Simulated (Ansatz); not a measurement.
## H on Ti(0001): change of the work function: cost of one run

Ansatz 0.2.0; plane-wave DFT, PBE, Ansatz PAW. The cell holds 4 atoms.

input.yaml reads:

```yaml
crystal:
  lattice:
    - [2.95, 0.0, 0.0]
    - [1.475, 2.5547749412, 0.0]
    - [0.0, 0.0, 25.0269]
  atoms:
    - { symbol: Ti, position: [0.6666666667, 0.6666666667, 0.3596130564] }
    - { symbol: Ti, position: [0.0, 0.0, 0.4532043521] }
    - { symbol: Ti, position: [0.6666666667, 0.6666666667, 0.5467956479] }
    - { symbol: Ti, position: [0.0, 0.0, 0.6403869436] }
kpoints:
  mp_grid: { grid: [15, 15, 1], shift: [0.5, 0.5, 0.0] }
hamiltonian:
  xc: pbe
scf:
  occupations: { method: tetrahedron_uncorrected }
  convergence: { dr2_threshold: 1.0e-08 }
efield:
  axis: 3
  dipole_correction: true
  ramp_position: 0.97
  ramp_width: 0.06
relax:
  f_tol: 0.02
  max_steps: 60
  constraints: [{ sites: [0, 1] }]
output:
  write_potential: true
  write_density: true
  volumetric_format: npy
```

Started as:

```bash
$ ansatz run input.yaml --threads 8 --pin off --max-ram 12288MiB --backend cpu --events-out ev --progress --plain --runs-dir out
```

The cutoff in use is 420 eV. For reference, a run of the same kind (4 atoms, 19 k-points, 29 bands and 3,611 plane waves; 29 SCF cycles) took 9.2 s and 0.7 GiB on the same hardware.

Q: Estimate wall time and peak memory on 8 threads of Intel Xeon Platinum 8259CL at 2.50GHz (Skylake/Cascade Lake), shared host.

A cutoff of 420 eV is a sphere of radius 10.5 Å⁻¹, so a cell of 189 Å³ holds about V·G³/6π² = 3,686 plane waves. At two electrons a band, the 48 electrons need 24 bands, and 5 more are carried. Symmetry cuts the 15×15×1 mesh from 225 to 64 points. The run has 64 k-points, 29 bands and 3,611 plane waves. Taking the work of a cycle as k-points × spins × bands × plane waves, that is 3.4 times the reference, or 31 s at the reference's 29 cycles. The run needed 50 SCF cycles over 3 ionic steps, which makes it about 53 s. One copy of the wavefunctions takes 0.1 GiB at 16 bytes a coefficient, against 0.03 GiB in the reference; grids, projectors and work arrays come on top. Measured: about 32 s, with a peak of 0.79 GiB. The run was quicker than this simple count says.

[Logs are printed without paths, hosts, clocks, repeated set-up lines and the standing remarks that a program may print on its own settings, such as how far it seeks lower states.]

[Hosts, paths, dates, database ids (printed as entryN), source tags and the programs' standing remarks are cut or masked in the printed files.]

[Maps of the electrostatic potential energy from Ansatz leave out the sawtooth potential of an applied field or a dipole correction, so their vacuum need not be flat; planar profiles and work functions include it.]
